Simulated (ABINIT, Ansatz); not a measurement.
# ZrSe3 (P2_1/m): G0W0 on several meshes in ABINIT

Aim: the GW shift of ZrSe3 (P2_1/m) against the k mesh.

Main program and level: ABINIT 10.8.3; PBEsol and many-body steps on it, plane waves.

### Step 1. The starting structure

The structure is monoclinic, space group P2_1/m (No. 11). The conventional cell has a = 5.411 Å, b = 3.749 Å, c = 9.444 Å, α = 90.00°, β = 97.48°, γ = 90.00°. Nearest to Zr lie 8 Se at 2.72 to 2.87 Å. Nearest to Se lie 4 Zr at 2.72 to 2.87 Å. Nearest to Se lie 1 Se at 2.34 Å and 2 Zr at 2.73 Å. Nearest to Se lie 1 Se at 2.34 Å and 2 Zr at 2.74 Å. Farther neighbours and most contacts between anions are not listed.

The cell and positions come from the Crystallography Open Database and are kept as given unless a step says otherwise.

### Step 2. Empty states on the mesh, 2×4×1 mesh, 430 bands

This step: ABINIT 10.8.3; DFT, PBEsol, plane waves, norm-conserving pseudopotentials.

The sums over transitions need many empty states on a uniform mesh; this step solves for them.

run.abi reads:

```
acell 3*1.0 Angstrom
rprim 
  5.410900000000 -0.000000000000 -0.000000000000
  -0.000000000000 3.748800000000 0.000000000000
  -1.229420909100 0.000000000000 9.363634990100
ntypat 2
znucl 40 34
natom 8
typat 1 1 2 2 2 2 2 2
xred 
  0.285000000000 0.250000000000 0.656000000000
  0.715000000000 0.750000000000 0.344000000000
  0.762000000000 0.250000000000 0.554000000000
  0.238000000000 0.750000000000 0.446000000000
  0.456000000000 0.250000000000 0.174000000000
  0.544000000000 0.750000000000 0.826000000000
  0.888000000000 0.250000000000 0.169000000000
  0.112000000000 0.750000000000 0.831000000000
pp_dirpath "pseudos"
pseudos "Zr.upf, Se.upf"
ecut 48
ngkpt 2 4 1
nshiftk 1
shiftk 0 0 0
kptopt 1
chksymbreak 0
iscf -2
irdden 1
istwfk *1
nband 430
nbdbuf 38
tolwfr 1e-09
nstep 60
prtvol 0
indata_prefix "in"
outdata_prefix "out"
tmpdata_prefix "tmp"
```

The run is started by

```bash
$ OMP_NUM_THREADS=1 mpirun -n 16 abinit run.abi > log
```

Numbers of over 12 decimals in the logs are rounded to 6 here.

Output:

```text
.Version 10.8.3 of ABINIT. v10.8.2 released Aug 2026.

 Symmetries : space group P2_1/m (# 11); Bravais mP (primitive monocl.)
[... echo of the input left out ...]
== DATASET  1 ==================================================================
-   mpi_nproc: 16, omp_nthreads: 1 (-1 if OMP is not activated)
-    --> not optimal distribution: autoparal keyword recommended in input file <--

--- !DatasetInfo
iteration_state: {dtset: 1, }
dimensions: {natom: 8, nkpt: 6, mband: 430, nsppol: 1, nspinor: 1, nspden: 1, mpw: 20400, }
cutoff_energies: {ecut:  48.0, pawecutdg:  -1.0, }
[...]
3.00419    3.00542    3.00889    3.01749    3.01781    3.02148    3.02689    3.04126
   3.04297    3.04835    3.06015    3.06222    3.06453    3.06778    3.07385    3.08957
   3.09421    3.09815    3.10386    3.11109    3.11932    3.12375
 prteigrs : prtvol=0 or 1, do not print more k-points.

== END DATASET(S) ==============================================================
================================================================================

 -outvars: echo values of variables after computation  --------
            nband         430
             nkpt           6
          spgroup          11
 [... the other variables as echoed above ...]

 Calculation completed.
```

Elapsed: 29 min, on 16 MPI ranks of Arm Neoverse N1, shared host; peak memory 2.5 GiB; 7.8 h of CPU time.

This step gave:

```
gap                                                           : 0.3293 eV
k of the valence top                                          : 0, 0, 0
k of the conduction bottom                                    : 0.5, 0, 0
least direct gap                                              : 0.6289 eV
k points computed                                             : 6
lowest point of the top converged band, above the valence top : 70.3787 eV
```

On this mesh the gap is 0.329 eV.

The density comes from a self-consistent run that is not shown.

### Step 3. Screening, 2×4×1 mesh, 209 bands, screening to 114.3 eV

The RPA dielectric matrix is built and inverted for each q.

This step: RPA screening on PBEsol, plane waves, norm-conserving pseudopotentials.

run.abi, as its differences from that of step 2:

```diff
@@ -26,10 +26,11 @@
 chksymbreak 0
-iscf -2
-irdden 1
 istwfk *1
-nband 430
-nbdbuf 38
-tolwfr 1e-09
-nstep 60
-prtvol 0
+occopt 1
+irdwfk 1
+optdriver 3
+nband 209
+ecuteps 4.2
+inclvkb 2
+awtr 1
+symchi 1
 indata_prefix "in"
```

Output:

```text
.Version 10.8.3 of ABINIT. v10.8.2 released Aug 2026.

 Symmetries : space group P2_1/m (# 11); Bravais mP (primitive monocl.)
[... echo of the input left out ...]
== DATASET  1 ==================================================================
-   mpi_nproc: 16, omp_nthreads: 1 (-1 if OMP is not activated)

--- !DatasetInfo
iteration_state: {dtset: 1, }
dimensions: {natom: 8, nkpt: 6, mband: 209, nsppol: 1, nspinor: 1, nspden: 1, mpw: 20400, }
cutoff_energies: {ecut:  48.0, pawecutdg:  -1.0, }
electrons: {nelect:   1.68000000E+02, charge:   0.00000000E+00, occopt:   1.00000000E+00, tsmear:   1.00000000E-02, }

 SCREENING: Calculation of the susceptibility and dielectric matrices

 Based on a program developped by R.W. Godby, V. Olevano, G. Onida, and L. Reining.
 Incorporated in ABINIT by V. Olevano, G.-M. Rignanese, and M. Torrent.
.Using double precision arithmetic ; gwpc =  8

[... cell and pseudopotentials left out ...]
--------------------------------------------------------------------------------

 ==== K-mesh for the wavefunctions ====
 Number of points in the irreducible wedge :     6
[... list of points left out ...]
 Together with  4 symmetry operations and time-reversal symmetry
 yields     8 points in the full Brillouin Zone.

 ==== Q-mesh for the screening function ====
 Number of points in the irreducible wedge :     6
[... list of points left out ...]
 Together with  4 symmetry operations and time-reversal symmetry
 yields     8 points in the full Brillouin Zone.

 setmesh: FFT mesh size selected  =    45x   30x   72
          total number of points  =        97200

 vcoul_init : cutoff-mode = AUXILIARY_FUNCTION
 q-points for optical limit:   1
     1)      0.000010    0.000020    0.000030

- screening: taking advantage of time-reversal symmetry
- Maximum band index for partially occupied states nbvw = 84
- Remaining bands to be divided among processors   nbcw = 125
- Number of bands treated by each node ~7

 Number of electrons calculated from density =  168.0000; Expected =  168.0000
 average of density, n =  0.131071
 r_s =    1.2212
 omega_plasma =   34.9228 [eV]

 calculating chi0 at frequencies [eV] :
  1    0.000000E+00    0.000000E+00
  2    0.000000E+00    3.492278E+01

--------------------------------------------------------------------------------
  q-point number  1        q = ( 0.000000, 0.000000, 0.000000) [r.l.u.]
--------------------------------------------------------------------------------
[... chi0 elements left out ...]
 For q-point:  0.000010 0.000020 0.000030
  dielectric constant =  16.0725
  dielectric constant without local fields =  18.6875

  Average fulfillment of the sum rule on Im[epsilon] for q-point    1 :     30.17  [%]
[... wings left out ...]
  q-point number  2        q = ( 0.500000, 0.000000, 0.000000) [r.l.u.]
--------------------------------------------------------------------------------
[... chi0 elements left out ...]
  Average fulfillment of the sum rule on Im[epsilon] for q-point    2 :     31.80  [%]

 [... 4 further q-points ...]
```

Elapsed: 7.1 min, on 16 MPI ranks; peak memory 20 GiB.

This step gave:

| Quantity | Value |
| --- | --- |
| ε∞ with local fields, on this mesh, along the program's q direction | 16.07 |
| the same without local fields | 18.69 |
| plasma frequency | 34.92 eV |
| plane waves in the screening matrix | 521 |

Local fields lower ε∞ by 14 %. On a Γ-centred mesh this coarse the value itself is usually too large, while a short band sum pulls it down.

### Step 4. 2×4×1

The self-energy is evaluated for the states that the input lists, and the levels follow from it, in one-shot runs by the linearised quasiparticle equation.

This step: G0W0 on PBEsol, plane waves, norm-conserving pseudopotentials.

run.abi, as its differences from that of step 3:

```diff
@@ -29,8 +29,17 @@
 irdwfk 1
-optdriver 3
+optdriver 4
 nband 209
+gwcalctyp 0
+ecutsigx 48
+symsigma 1
+nkptgw 2
+kptgw 
+  0.0000000000 0.0000000000 0.0000000000
+  0.5000000000 0.0000000000 0.0000000000
+bdgw 
+  83 86
+  83 86
 ecuteps 4.2
-inclvkb 2
-awtr 1
-symchi 1
+irdscr 1
+ppmodel 1
 indata_prefix "in"
```

Output:

```text
.Version 10.8.3 of ABINIT. v10.8.2 released Aug 2026.

 Symmetries : space group P2_1/m (# 11); Bravais mP (primitive monocl.)
[... echo of the input left out ...]
== DATASET  1 ==================================================================
-   mpi_nproc: 16, omp_nthreads: 1 (-1 if OMP is not activated)

--- !DatasetInfo
iteration_state: {dtset: 1, }
dimensions: {natom: 8, nkpt: 6, mband: 209, nsppol: 1, nspinor: 1, nspden: 1, mpw: 20400, }
cutoff_energies: {ecut:  48.0, pawecutdg:  -1.0, }
electrons: {nelect:   1.68000000E+02, charge:   0.00000000E+00, occopt:   1.00000000E+00, tsmear:   1.00000000E-02, }

 SIGMA: Calculation of the GW corrections

 Based on a program developped by R.W. Godby, V. Olevano, G. Onida, and L. Reining.
 Incorporated in ABINIT by V. Olevano, G.-M. Rignanese, and M. Torrent.
.Using double precision arithmetic ; gwpc =  8

[... cell and pseudopotentials left out ...]
--------------------------------------------------------------------------------

 ==== K-mesh for the wavefunctions ====
 Number of points in the irreducible wedge :     6
[... list of points left out ...]
 Together with  4 symmetry operations and time-reversal symmetry
 yields     8 points in the full Brillouin Zone.

 ==== Q-mesh for screening function ====
 Number of points in the irreducible wedge :     6
[... list of points left out ...]
 Together with  4 symmetry operations and time-reversal symmetry
 yields     8 points in the full Brillouin Zone.

 vcoul_init : cutoff-mode = AUXILIARY_FUNCTION
 q-points for optical limit:   1
     1)      0.000010    0.000020    0.000030
 setmesh: FFT mesh size selected  =    72x   48x  120
          total number of points  =       414720

 Number of electrons calculated from density =  168.0000; Expected =  168.0000
 average of density, n =  0.131071
 r_s =    1.2212
 omega_plasma =   34.9228 [eV]

 === KS Band Gaps ===
  >>>> For spin  1
   Minimum direct gap =   0.6288 [eV], located at k-point      :   0.5000  0.0000  0.0000
   Fundamental gap    =   0.3292 [eV], Top of valence bands at :   0.0000  0.0000  0.0000
                                       Bottom of conduction at :   0.5000  0.0000  0.0000
 SIGMA fundamental parameters:
 PLASMON POLE MODEL  1
 number of plane-waves for SigmaX                20343
 number of plane-waves for SigmaC and W            521
 number of plane-waves for wavefunctions         20343
 number of bands                                   209
 number of independent spin polarizations            1
 number of spinorial components                      1
 number of k-points in IBZ                           6
 number of q-points in IBZ                           6
 number of symmetry operations                       4
 number of k-points in BZ                            8
 number of q-points in BZ                            8
 number of frequencies for dSigma/dE                 9
 frequency step for dSigma/dE [eV]                0.25
 number of omega for Sigma on real axis              0
 max omega for Sigma on real axis  [eV]           0.00
 zcut for avoiding poles [eV]                     0.10

 EPSILON^-1 parameters (SCR file):
 dimension of the eps^-1 matrix on file            521
 dimension of the eps^-1 matrix used               521
 number of plane-waves for wavefunctions         20343
 number of bands                                   209
 number of q-points in IBZ                           6
 number of frequencies                               2
 number of real frequencies                          1
 number of imag frequencies                          1

 matrix elements of self-energy operator (all in [eV])

 Perturbative Calculation

--- !SelfEnergy_ee
iteration_state: {dtset: 1, }
kpoint     : [   0.000,    0.000,    0.000, ]
spin       : 1
KS_gap     :    0.661
QP_gap     :    1.176
Delta_QP_KS:    0.516
data: !SigmaeeData |
     Band     E0 <VxcDFT>   SigX SigC(E0)      Z dSigC/dE  Sig(E)    E-E0       E
       83   6.375 -14.787 -16.246   1.855   0.795  -0.258 -14.472   0.315   6.690
       84   6.485 -15.017 -16.886   2.238   0.795  -0.257 -14.724   0.293   6.778
       85   7.146 -13.062  -8.336  -3.713   0.798  -0.253 -12.254   0.809   7.954
       86   7.529 -13.521  -8.085  -4.254   0.794  -0.260 -12.583   0.938   8.467

--- !SelfEnergy_ee
iteration_state: {dtset: 1, }
kpoint     : [   0.500,    0.000,    0.000, ]
spin       : 1
KS_gap     :    0.629
QP_gap     :    1.201
Delta_QP_KS:    0.572
data: !SigmaeeData |
     Band     E0 <VxcDFT>   SigX SigC(E0)      Z dSigC/dE  Sig(E)    E-E0       E
       83   6.114 -14.718 -16.655   2.209   0.795  -0.258 -14.502   0.216   6.329
       84   6.185 -14.776 -16.630   2.140   0.794  -0.259 -14.549   0.228   6.413
       85   6.814 -13.767  -9.969  -2.791   0.794  -0.260 -12.968   0.800   7.614
       86   7.155 -14.047 -10.034  -2.911   0.793  -0.261 -13.173   0.873   8.029

== END DATASET(S) ==============================================================
================================================================================

 -outvars: echo values of variables after computation  --------
           etotal      0.0000000000E+00
            nband         209
             nkpt           6
          spgroup          11
 [... the other variables as echoed above ...]

 Calculation completed.
```

Elapsed: 32 s, on 16 MPI ranks; peak memory 8.5 GiB.

Numbers from this step:

- G0W0 gap on the points computed: 0.8360 eV
- starting gap on the mesh: 0.3293 eV
- k of the valence top: 0, 0, 0
- k of the conduction bottom: 0.5, 0, 0
- Z at the valence top: 0.795
- Z at the conduction bottom: 0.794
- least direct G0W0 gap on the computed points: 1.176 eV

The gap on the mesh goes from 0.33 eV to 0.84 eV, a correction of +0.51 eV.

### Step 5. Empty states on the mesh, 1×2×1 mesh, 229 bands

This step: DFT, PBEsol, plane waves, norm-conserving pseudopotentials.

run.abi, as its differences from that of step 4:

```diff
@@ -21,3 +21,3 @@
 ecut 48
-ngkpt 2 4 1
+ngkpt 1 2 1
 nshiftk 1
@@ -26,20 +26,10 @@
 chksymbreak 0
+iscf -2
+irdden 1
 istwfk *1
-occopt 1
-irdwfk 1
-optdriver 4
-nband 209
-gwcalctyp 0
-ecutsigx 48
-symsigma 1
-nkptgw 2
-kptgw 
-  0.0000000000 0.0000000000 0.0000000000
-  0.5000000000 0.0000000000 0.0000000000
-bdgw 
-  83 86
-  83 86
-ecuteps 4.2
-irdscr 1
-ppmodel 1
+nband 229
+nbdbuf 20
+tolwfr 1e-09
+nstep 60
+prtvol 0
 indata_prefix "in"
```

Output:

```text
.Version 10.8.3 of ABINIT. v10.8.2 released Aug 2026.

 Symmetries : space group P2_1/m (# 11); Bravais mP (primitive monocl.)
[... echo of the input left out ...]
== DATASET  1 ==================================================================
-   mpi_nproc: 16, omp_nthreads: 1 (-1 if OMP is not activated)
-    --> not optimal distribution: autoparal keyword recommended in input file <--

--- !DatasetInfo
iteration_state: {dtset: 1, }
dimensions: {natom: 8, nkpt: 2, mband: 229, nsppol: 1, nspinor: 1, nspden: 1, mpw: 20386, }
cutoff_energies: {ecut:  48.0, pawecutdg:  -1.0, }
[...]
1.58439    1.58977    1.62410    1.62458    1.62545    1.64641    1.64957    1.66571
   1.66959    1.68485    1.68718    1.69926    1.71086    1.72199    1.72804    1.72876
   1.72997    1.74698    1.74796    1.75645    1.76340
 prteigrs : prtvol=0 or 1, do not print more k-points.

== END DATASET(S) ==============================================================
================================================================================

 -outvars: echo values of variables after computation  --------
            nband         229
             nkpt           2
          spgroup          11
 [... the other variables as echoed above ...]

 Calculation completed.
```

It took 6.5 min on 16 MPI ranks; peak memory 1.7 GiB.

Numbers from this step:

```yaml
gap: 0.6607 eV
k_of_the_valence_top: 0, 0, 0
k_of_the_conduction_bottom: 0, 0, 0
least_direct_gap: 0.6607 eV
k_points_computed: 2
lowest_point_of_the_top_converged_band_above_the_valence_top: 36.11 eV
```

On this mesh the gap is 0.661 eV.

### Step 6. Screening, 1×2×1 mesh, 209 bands, screening to 114.3 eV

This step: RPA screening on PBEsol, plane waves, norm-conserving pseudopotentials.

run.abi, as its differences from that of step 5:

```diff
@@ -26,10 +26,11 @@
 chksymbreak 0
-iscf -2
-irdden 1
 istwfk *1
-nband 229
-nbdbuf 20
-tolwfr 1e-09
-nstep 60
-prtvol 0
+occopt 1
+irdwfk 1
+optdriver 3
+nband 209
+ecuteps 4.2
+inclvkb 2
+awtr 1
+symchi 1
 indata_prefix "in"
```

Output:

```text
.Version 10.8.3 of ABINIT. v10.8.2 released Aug 2026.

 Symmetries : space group P2_1/m (# 11); Bravais mP (primitive monocl.)
[... echo of the input left out ...]
== DATASET  1 ==================================================================
-   mpi_nproc: 16, omp_nthreads: 1 (-1 if OMP is not activated)

--- !DatasetInfo
iteration_state: {dtset: 1, }
dimensions: {natom: 8, nkpt: 2, mband: 209, nsppol: 1, nspinor: 1, nspden: 1, mpw: 20386, }
cutoff_energies: {ecut:  48.0, pawecutdg:  -1.0, }
electrons: {nelect:   1.68000000E+02, charge:   0.00000000E+00, occopt:   1.00000000E+00, tsmear:   1.00000000E-02, }

 SCREENING: Calculation of the susceptibility and dielectric matrices

 Based on a program developped by R.W. Godby, V. Olevano, G. Onida, and L. Reining.
 Incorporated in ABINIT by V. Olevano, G.-M. Rignanese, and M. Torrent.
.Using double precision arithmetic ; gwpc =  8

[... cell and pseudopotentials left out ...]
--------------------------------------------------------------------------------

 ==== K-mesh for the wavefunctions ====
 Number of points in the irreducible wedge :     2
[... list of points left out ...]
 Together with  4 symmetry operations and time-reversal symmetry
 yields     2 points in the full Brillouin Zone.

 ==== Q-mesh for the screening function ====
 Number of points in the irreducible wedge :     2
[... list of points left out ...]
 Together with  4 symmetry operations and time-reversal symmetry
 yields     2 points in the full Brillouin Zone.

 setmesh: FFT mesh size selected  =    45x   30x   72
          total number of points  =        97200

 vcoul_init : cutoff-mode = AUXILIARY_FUNCTION
 q-points for optical limit:   1
     1)      0.000010    0.000020    0.000030

- screening: taking advantage of time-reversal symmetry
- Maximum band index for partially occupied states nbvw = 84
- Remaining bands to be divided among processors   nbcw = 125
- Number of bands treated by each node ~7

 Number of electrons calculated from density =  168.0000; Expected =  168.0000
 average of density, n =  0.131071
 r_s =    1.2212
 omega_plasma =   34.9228 [eV]

 calculating chi0 at frequencies [eV] :
  1    0.000000E+00    0.000000E+00
  2    0.000000E+00    3.492278E+01

--------------------------------------------------------------------------------
  q-point number  1        q = ( 0.000000, 0.000000, 0.000000) [r.l.u.]
--------------------------------------------------------------------------------
[... chi0 elements left out ...]
 For q-point:  0.000010 0.000020 0.000030
  dielectric constant =  27.1614
  dielectric constant without local fields =  31.4139

  Average fulfillment of the sum rule on Im[epsilon] for q-point    1 :     30.14  [%]
[... wings left out ...]
  q-point number  2        q = ( 0.000000, 0.500000, 0.000000) [r.l.u.]
--------------------------------------------------------------------------------
[... chi0 elements left out ...]
  Average fulfillment of the sum rule on Im[epsilon] for q-point    2 :     30.08  [%]

== END DATASET(S) ==============================================================
================================================================================

 -outvars: echo values of variables after computation  --------
           etotal      0.0000000000E+00
            nband         209
             nkpt           2
          spgroup          11
 [... the other variables as echoed above ...]

 Calculation completed.
```

Run time: 98 s. Hardware: 16 MPI ranks; peak memory 9.4 GiB.

Numbers from this step:

- ε∞ with local fields, on this mesh, along the program's q direction: 27.16
- the same without local fields: 31.41
- plasma frequency: 34.92 eV
- plane waves in the screening matrix: 521

(Part 1 of 2 ends here.)

[Paths, hosts, dates, memory and timing lines, banners, echoed tables and standing remarks are left out of the program output.]

[Logs are printed without paths, hosts, clocks, repeated set-up lines and the standing remarks that a program may print on its own settings, such as how far it seeks lower states.]

[Runs of the session that timed out or met a known fault of the program may be left out.]

[Hosts, paths, dates, database ids (printed as entryN), source tags and the programs' standing remarks are cut or masked in the printed files.]

[G0W0 gaps are taken among the corrected bands and points alone; a level outside them can change the order at an edge.]

[Where Ansatz stands beside ABINIT at settings called matched, ABINIT's density can come from a denser mesh and the files from another edition; pairs whose starting gaps differed by over 0.03 eV were left out, so agreement reads better than it is.]
